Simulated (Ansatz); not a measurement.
## YTl (Pm-3m): Grüneisen parameters

Aim: how the phonons of YTl (Pm-3m) shift with volume, and the thermal expansion that follows.

Program: Ansatz 0.2.0. Level of theory: DFT PBEsol, scalar-relativistic, plane waves, PAW; PAW set soft_1. Values are calculated unless marked as measured.

Report form: inputs, costs, results and the conclusion, without the logs.

### 1. The structure

The structure is cubic, space group Pm-3m (No. 221). Conventional cell: a = 3.735 Å, b = 3.735 Å, c = 3.735 Å, α = 90.00°, β = 90.00°, γ = 90.00°. Y has 8 Tl at 3.24 Å nearest. Nearest to Tl lie 8 Y at 3.24 Å. Farther neighbours, and contacts between anions beyond the nearest, are not listed.

### 2. Phonons on a q mesh

Stability and thermal properties need the whole zone. Linear response on a 4×4×4 q mesh gives force constants as far as a supercell of that size would.

The input, input.yaml:

```yaml
crystal:
  lattice:
    - [3.7354647637, 0.0, 0.0]
    - [0.0, 3.7354647637, 0.0]
    - [0.0, 0.0, 3.7354647637]
  atoms:
    - { symbol: "Y", position: [0.5, 0.5, 0.5] }
    - { symbol: Tl, position: [0.0, 0.0, 0.0] }
kpoints:
  mp_grid: { grid: [12, 12, 12] }
hamiltonian:
  xc: pbesol
  pseudopotentials: { kind: paw, azcp: { folder: soft_1 }, xc_functional: pbe }
scf:
  occupations: { method: methfessel_paxton, width: 0.2 }
output:
  eigenvalues: true
phonons:
  method: dfpt
  qmesh: [4, 4, 4]
  temperatures: { t_max: 1000, t_step: 50 }
  qpath:
    path:
      - [[0.0, 0.0, 0.0], [0.0, 0.5, 0.0], [0.5, 0.5, 0.0], [0.0, 0.0, 0.0], [0.5, 0.5, 0.5], [0.0, 0.5, 0.0]]
      - [[0.5, 0.5, 0.5], [0.5, 0.5, 0.0]]
    npoints: 10
```

Command:

```console
ansatz run input.yaml --threads 4 --pin off --max-ram 10240MiB --backend cpu --events-out ev --progress --plain --runs-dir out
```

Wall time 5.1 min (4 threads of Arm Neoverse V2, shared host); peak memory 2.1 GiB.

Numbers from this step:

```
volume per atom                                         : 26.06 Å³
gap on the k-mesh                                       : 0 eV
sum-rule residual before enforcement                    : 4.79e-6 eV/Å²
lowest frequency on the path                            : 0 cm⁻¹
point group                                             : m-3m
highest frequency on path, mesh or solved points        : 166.6 cm⁻¹
mean frequency                                          : 90.4 cm⁻¹
Debye temperature (second moment)                       : 185 K
logarithmic mean frequency                              : 80 cm⁻¹
highest optical mode at the zone centre (no LO-TO term) : 101.5 cm⁻¹
lowest optical zone-centre mode                         : 101.5 cm⁻¹
lowest mode on the q mesh (acoustic modes at Γ apart)   : 23.31 cm⁻¹
zero-point energy per atom                              : 16.81 meV
heat capacity at 300 K                                  : 24.48 J/(mol atoms K)
vibrational entropy at 300 K                            : 49.06 J/(mol atoms K)
```

Frequencies (cm⁻¹) solved at each irreducible wavevector; negative means imaginary. Frequencies by wavevector, by row:

| q in reciprocal lattice units | star | mode 1 | mode 2 | mode 3 | mode 4 | mode 5 | mode 6 |
| --- | --- | --- | --- | --- | --- | --- | --- |
| 0 0 0 | 1 | 0 | 0 | 0 | 101.5 | 101.5 | 101.5 |
| 0 0 0.25 | 6 | 40.6 | 40.6 | 55.7 | 100.4 | 100.4 | 129.1 |
| 0 0 -0.5 | 3 | 56.3 | 56.3 | 85.3 | 100.5 | 100.5 | 149 |
| 0 0.25 0.25 | 12 | 23.3 | 49.4 | 72.5 | 95.1 | 122.5 | 139.8 |
| 0 0.25 -0.5 | 12 | 50.2 | 56.2 | 57.9 | 86.7 | 139.3 | 158.1 |
| 0 -0.5 -0.5 | 3 | 41.9 | 41.9 | 60.7 | 76.3 | 166.6 | 166.6 |
| 0.25 0.25 0.25 | 8 | 45 | 45 | 62.9 | 130 | 130 | 130.1 |
| 0.25 0.25 -0.5 | 12 | 45.6 | 54.1 | 62.6 | 116.8 | 135.6 | 158.3 |
| 0.25 -0.5 -0.5 | 6 | 62.1 | 62.1 | 70.8 | 118.1 | 154.7 | 154.7 |
| -0.5 -0.5 -0.5 | 1 | 87.3 | 87.3 | 87.3 | 138.6 | 138.6 | 138.6 |

Symmetry leaves 10 wavevectors to solve. The lowest mode among them, the acoustic zeros apart, lies at q = (0, 0.25, 0.25) and is real, 23.3 cm⁻¹.

### 3. Relaxing at another volume, volume ratio 0.97

The volume is scaled by 0.97 and held; symmetry leaves nothing to relax, so this is a single point. The modes can then be followed against volume.

input.yaml, the sections that differ from step 2:

```yaml
crystal:
  lattice:
    - [3.6977302165, 0.0, 0.0]
    - [0.0, 3.6977302165, 0.0]
    - [0.0, 0.0, 3.6977302165]
  atoms:
    - { symbol: "Y", position: [0.5, 0.5, 0.5] }
    - { symbol: Tl, position: [0.0, 0.0, 0.0] }
output:
  forces: true
  stress: true
  eigenvalues: true
# kpoints, hamiltonian, scf: as in step 2
# phonons: removed
```

Wall time 0.98 s (4 threads); peak memory 0.37 GiB; 3.3 s of CPU time.

Numbers from this step:

```yaml
pressure: 2.028 GPa
volume_per_atom: 25.28 Å³
```

The run ends at a pressure of 2.03 GPa.

### 4. Phonons at the other volume, volume ratio 0.97

The phonons are repeated at this volume on the same meshes, so that differences come from the volume alone.

Edit input.yaml of step 3 so:

```diff
@@ -16,4 +16,11 @@
 output:
-  forces: true
-  stress: true
   eigenvalues: true
+phonons:
+  method: dfpt
+  qmesh: [4, 4, 4]
+  temperatures: { t_max: 1000, t_step: 50 }
+  qpath:
+    path:
+      - [[0.0, 0.0, 0.0], [0.0, 0.5, 0.0], [0.5, 0.5, 0.0], [0.0, 0.0, 0.0], [0.5, 0.5, 0.5], [0.0, 0.5, 0.0]]
+      - [[0.5, 0.5, 0.5], [0.5, 0.5, 0.0]]
+    npoints: 10
```

Wall time 4.9 min (4 threads); peak memory 2 GiB; 19 min of CPU time.

Read from the output:

```yaml
sum_rule_residual_before_enforcement: 1.10e-5 eV/Å²
highest_frequency_on_path_mesh_or_solved_points: 176.5 cm⁻¹
mean_frequency: 96.1 cm⁻¹
debye_temperature_second_moment: 197 K
logarithmic_mean_frequency: 84.8 cm⁻¹
highest_optical_mode_at_the_zone_centre_no_lo_to_term: 108.2 cm⁻¹
lowest_optical_zone_centre_mode: 108.2 cm⁻¹
lowest_mode_on_the_q_mesh_acoustic_modes_at_gamma_apart: 23.2 cm⁻¹
zero_point_energy_per_atom: 17.87 meV
heat_capacity_at_300_k: 24.42 J/(mol atoms K)
vibrational_entropy_at_300_k: 47.66 J/(mol atoms K)
```

Frequencies (cm⁻¹) solved at each irreducible wavevector; negative means imaginary. Frequencies by wavevector, by row:

| q in reciprocal lattice units | star | mode 1 | mode 2 | mode 3 | mode 4 | mode 5 | mode 6 |
| --- | --- | --- | --- | --- | --- | --- | --- |
| 0 0 0 | 1 | 0 | 0 | 0 | 108.2 | 108.2 | 108.2 |
| 0 0 0.25 | 6 | 43.4 | 43.4 | 58.8 | 107.7 | 107.7 | 137.1 |
| 0 0 -0.5 | 3 | 60.2 | 60.2 | 89.7 | 107.9 | 107.9 | 158.8 |
| 0 0.25 0.25 | 12 | 23.2 | 52.9 | 76.8 | 102.5 | 130.7 | 149 |
| 0 0.25 -0.5 | 12 | 52.6 | 58.3 | 61.5 | 93.8 | 148.4 | 167.6 |
| 0 -0.5 -0.5 | 3 | 40.5 | 40.5 | 64.5 | 83.8 | 176.5 | 176.5 |
| 0.25 0.25 0.25 | 8 | 47.9 | 47.9 | 66.1 | 138.6 | 139.1 | 139.1 |
| 0.25 0.25 -0.5 | 12 | 46.7 | 56.9 | 67 | 126.4 | 144.3 | 168.1 |
| 0.25 -0.5 -0.5 | 6 | 64.7 | 64.7 | 74.9 | 126.5 | 164.4 | 164.4 |
| -0.5 -0.5 -0.5 | 1 | 92.3 | 92.3 | 92.3 | 148.6 | 148.6 | 148.6 |

The highest optical mode at the zone centre (no LO-TO term) is 108.2 cm⁻¹, +6.7 cm⁻¹ against the base run.

### 5. Relaxing at another volume, volume ratio 1.03

The volume is scaled by 1.03 and held; symmetry leaves nothing to relax, so this is a single point. The modes can then be followed against volume.

input.yaml, the sections that differ from step 4:

```yaml
crystal:
  lattice:
    - [3.7724519688, 0.0, 0.0]
    - [0.0, 3.7724519688, 0.0]
    - [0.0, 0.0, 3.7724519688]
  atoms:
    - { symbol: "Y", position: [0.5, 0.5, 0.5] }
    - { symbol: Tl, position: [0.0, 0.0, 0.0] }
output:
  forces: true
  stress: true
  eigenvalues: true
# kpoints, hamiltonian, scf: as in step 4
# phonons: removed
```

Elapsed: 1 s, on 4 threads; peak memory 0.38 GiB.

Read from the output:

- pressure: -1.715 GPa
- volume per atom: 26.84 Å³

The run ends at a pressure of -1.71 GPa.

### 6. Phonons at the other volume, volume ratio 1.03

Edit input.yaml of step 5 so:

```diff
@@ -16,4 +16,11 @@
 output:
-  forces: true
-  stress: true
   eigenvalues: true
+phonons:
+  method: dfpt
+  qmesh: [4, 4, 4]
+  temperatures: { t_max: 1000, t_step: 50 }
+  qpath:
+    path:
+      - [[0.0, 0.0, 0.0], [0.0, 0.5, 0.0], [0.5, 0.5, 0.0], [0.0, 0.0, 0.0], [0.5, 0.5, 0.5], [0.0, 0.5, 0.0]]
+      - [[0.5, 0.5, 0.5], [0.5, 0.5, 0.0]]
+    npoints: 10
```

Run time: 5 min. Hardware: 4 threads; peak memory 2.1 GiB; 19 min of CPU time.

This step gave:

| Property | Result |
| --- | --- |
| sum-rule residual before enforcement | 6.46e-6 eV/Å² |
| highest frequency on path, mesh or solved points | 157.0 cm⁻¹ |
| mean frequency | 85 cm⁻¹ |
| Debye temperature (second moment) | 174 K |
| logarithmic mean frequency | 75.5 cm⁻¹ |
| highest optical mode at the zone centre (no LO-TO term) | 95.23 cm⁻¹ |
| lowest optical zone-centre mode | 95.23 cm⁻¹ |
| lowest mode on the q mesh (acoustic modes at Γ apart) | 23.36 cm⁻¹ |
| zero-point energy per atom | 15.8 meV |
| heat capacity at 300 K | 24.53 J/(mol atoms K) |
| vibrational entropy at 300 K | 50.48 J/(mol atoms K) |

Frequencies (cm⁻¹) solved at each irreducible wavevector; negative means imaginary. Frequencies by wavevector, by row:

| q in reciprocal lattice units | star | mode 1 | mode 2 | mode 3 | mode 4 | mode 5 | mode 6 |
| --- | --- | --- | --- | --- | --- | --- | --- |
| 0 0 0 | 1 | 0 | 0 | 0 | 95.2 | 95.2 | 95.2 |
| 0 0 0.25 | 6 | 38 | 38 | 52.7 | 93.5 | 93.5 | 121.4 |
| 0 0 -0.5 | 3 | 52.5 | 52.5 | 81.1 | 93.3 | 93.3 | 139.4 |
| 0 0.25 0.25 | 12 | 23.4 | 46.1 | 68.5 | 88.1 | 114.7 | 131.3 |
| 0 0.25 -0.5 | 12 | 48 | 54.2 | 54.5 | 80 | 130.8 | 149 |
| 0 -0.5 -0.5 | 3 | 42.7 | 42.7 | 56.9 | 69.1 | 157 | 157 |
| 0.25 0.25 0.25 | 8 | 42.2 | 42.2 | 59.8 | 121.4 | 121.4 | 121.9 |
| 0.25 0.25 -0.5 | 12 | 44.6 | 51.4 | 58.6 | 107.6 | 127.4 | 149.1 |
| 0.25 -0.5 -0.5 | 6 | 59.7 | 59.7 | 66.9 | 110.3 | 145.7 | 145.7 |
| -0.5 -0.5 -0.5 | 1 | 82.2 | 82.2 | 82.2 | 129.2 | 129.2 | 129.2 |

The highest optical mode at the zone centre (no LO-TO term) is 95.2 cm⁻¹, -6.3 cm⁻¹ against the base run.

### 7. Grüneisen parameters

The Grüneisen parameter of a mode is minus the logarithmic change of its frequency with volume, −d ln ω / d ln V; weighted by heat capacity it gives the expansion.

This step gave:

| Quantity | Value |
| --- | --- |
| bulk modulus | 62.4 GPa |

Phonon branches along the path, in cm⁻¹:

| point | branch 1 | branch 2 | branch 3 | branch 4 | branch 5 | branch 6 |
| --- | --- | --- | --- | --- | --- | --- |
| Γ | 0 | 0 | 0 | 102 | 102 | 102 |
| halfway | 41 | 41 | 56 | 100 | 100 | 129 |
| X | 56 | 56 | 85 | 100 | 100 | 149 |
| halfway | 50 | 56 | 58 | 87 | 139 | 158 |
| M | 42 | 42 | 61 | 76 | 167 | 167 |
| halfway | 23 | 49 | 72 | 95 | 122 | 140 |
| Γ | 0 | 0 | 0 | 102 | 102 | 102 |
| halfway | 45 | 45 | 63 | 130 | 130 | 130 |
| R | 87 | 87 | 87 | 139 | 139 | 139 |
| halfway | 46 | 54 | 63 | 117 | 136 | 158 |
| X | 56 | 56 | 85 | 100 | 100 | 149 |
| jump to R | 87 | 87 | 87 | 139 | 139 | 139 |
| halfway | 62 | 62 | 71 | 118 | 155 | 155 |
| M | 42 | 42 | 61 | 76 | 167 | 167 |

The same for volume x 0.97:

| point | branch 1 | branch 2 | branch 3 | branch 4 | branch 5 | branch 6 |
| --- | --- | --- | --- | --- | --- | --- |
| Γ | 0 | 0 | 0 | 108 | 108 | 108 |
| X | 60 | 60 | 90 | 108 | 108 | 159 |
| M | 40 | 40 | 64 | 84 | 176 | 176 |
| Γ | 0 | 0 | 0 | 108 | 108 | 108 |
| R | 92 | 92 | 92 | 149 | 149 | 149 |
| X | 60 | 60 | 90 | 108 | 108 | 159 |
| R | 92 | 92 | 92 | 149 | 149 | 149 |
| M | 40 | 40 | 64 | 84 | 176 | 176 |

The same for volume x 1.03:

| point | branch 1 | branch 2 | branch 3 | branch 4 | branch 5 | branch 6 |
| --- | --- | --- | --- | --- | --- | --- |
| Γ | 0 | 0 | 0 | 95 | 95 | 95 |
| X | 52 | 52 | 81 | 93 | 93 | 139 |
| M | 43 | 43 | 57 | 69 | 157 | 157 |
| Γ | 0 | 0 | 0 | 95 | 95 | 95 |
| R | 82 | 82 | 82 | 129 | 129 | 129 |
| X | 52 | 52 | 81 | 93 | 93 | 139 |
| R | 82 | 82 | 82 | 129 | 129 | 129 |
| M | 43 | 43 | 57 | 69 | 157 | 157 |

Mode Grueneisen parameter -dln(w)/dln(V), modes matched by rank; at Γ the acoustic branches take the value of a neighbouring point of the path. Mode grüneisen parameters along the path, in :

| point | branch 1 | branch 2 | branch 3 | branch 4 | branch 5 | branch 6 |
| --- | --- | --- | --- | --- | --- | --- |
| Γ | 2.20 | 2.20 | 1.86 | 2.13 | 2.13 | 2.13 |
| halfway | 2.21 | 2.21 | 1.82 | 2.34 | 2.34 | 2.03 |
| X | 2.28 | 2.28 | 1.68 | 2.42 | 2.42 | 2.17 |
| halfway | 1.52 | 1.21 | 2.01 | 2.67 | 2.10 | 1.96 |
| M | -0.88 | -0.88 | 2.09 | 3.21 | 1.95 | 1.95 |
| halfway | -0.14 | 2.26 | 1.88 | 2.52 | 2.18 | 2.11 |
| Γ | -1.96 | 2.21 | 2.34 | 2.13 | 2.13 | 2.13 |
| halfway | 2.08 | 2.08 | 1.67 | 2.21 | 2.27 | 2.20 |
| R | 1.93 | 1.93 | 1.93 | 2.33 | 2.33 | 2.33 |
| halfway | 0.77 | 1.69 | 2.23 | 2.68 | 2.09 | 2.00 |
| X | 2.28 | 2.28 | 1.68 | 2.42 | 2.42 | 2.17 |
| jump to R | 1.93 | 1.93 | 1.93 | 2.33 | 2.33 | 2.33 |
| halfway | 1.34 | 1.34 | 1.88 | 2.28 | 2.01 | 2.01 |
| M | -0.88 | -0.88 | 2.09 | 3.21 | 1.95 | 1.95 |

(dS/dlnV)/C_V. Thermodynamic Grueneisen parameter against temperature:

| temperature (K) | thermodynamic Grueneisen parameter |
| --- | --- |
| 50 | 1.81 |
| 100 | 1.89 |
| 150 | 1.91 |
| 200 | 1.91 |
| 250 | 1.92 |
| 300 | 1.92 |
| 350 | 1.92 |
| 400 | 1.92 |
| 450 | 1.92 |
| 500 | 1.92 |
| 550 | 1.92 |
| 600 | 1.92 |
| 650 | 1.92 |
| 700 | 1.92 |
| 750 | 1.92 |
| 800 | 1.92 |
| 850 | 1.92 |
| 900 | 1.92 |
| 950 | 1.92 |
| 1000 | 1.92 |

Gamma C_V/(B V) at the static volume. Volume expansion against temperature:

| temperature (K) | volume expansion (1e-6/K) |
| --- | --- |
| 50 | 27.5 |
| 100 | 41.1 |
| 150 | 45.1 |
| 200 | 46.7 |
| 250 | 47.5 |
| 300 | 47.9 |
| 350 | 48.2 |
| 400 | 48.3 |
| 450 | 48.5 |
| 500 | 48.5 |
| 550 | 48.6 |
| 600 | 48.6 |
| 650 | 48.7 |
| 700 | 48.7 |
| 750 | 48.7 |
| 800 | 48.7 |
| 850 | 48.7 |
| 900 | 48.8 |
| 950 | 48.8 |
| 1000 | 48.8 |

### 8. Summary of results

```json
{
 "bulk modulus": "62.4 GPa",
 "thermodynamic Grüneisen parameter at 300 K": "1.917",
 "volume expansion at 300 K, estimated": "47.91 × 10⁻⁶ K⁻¹"
}
```

By this estimate the volume grows by 47.9 × 10⁻⁶ per kelvin at 300 K. The highest optical mode at Γ goes from 108 to 95 cm⁻¹ as the cell grows, a Grüneisen parameter of 2.13. Mode parameters on the path run from -2.0 to 3.2, with a median of 2.1. Modes with negative values stiffen as the cell grows and pull against the expansion. Branches are matched by rank, so values near crossings are rough. The expansion is the Grüneisen estimate at the static volume, with the static bulk modulus. With no gap, or one that is small against the smearing, the frequencies hang on the k mesh and the smearing, most of all near Kohn anomalies. Spin-orbit coupling is left out, which can matter for the heavy elements here. The PAW files were made for PBE and serve the other functionals too.

[Long decimals in the printed logs are rounded to 6 places.]

[Logs are printed without paths, hosts, clocks, repeated set-up lines and the standing remarks that a program may print on its own settings, such as how far it seeks lower states.]

[Hosts, paths, dates, database ids (printed as entryN), source tags and the programs' standing remarks are cut or masked in the printed files.]

[Where the starting crystal was built by hand or by swapping elements, it need not be the compound's stable phase.]
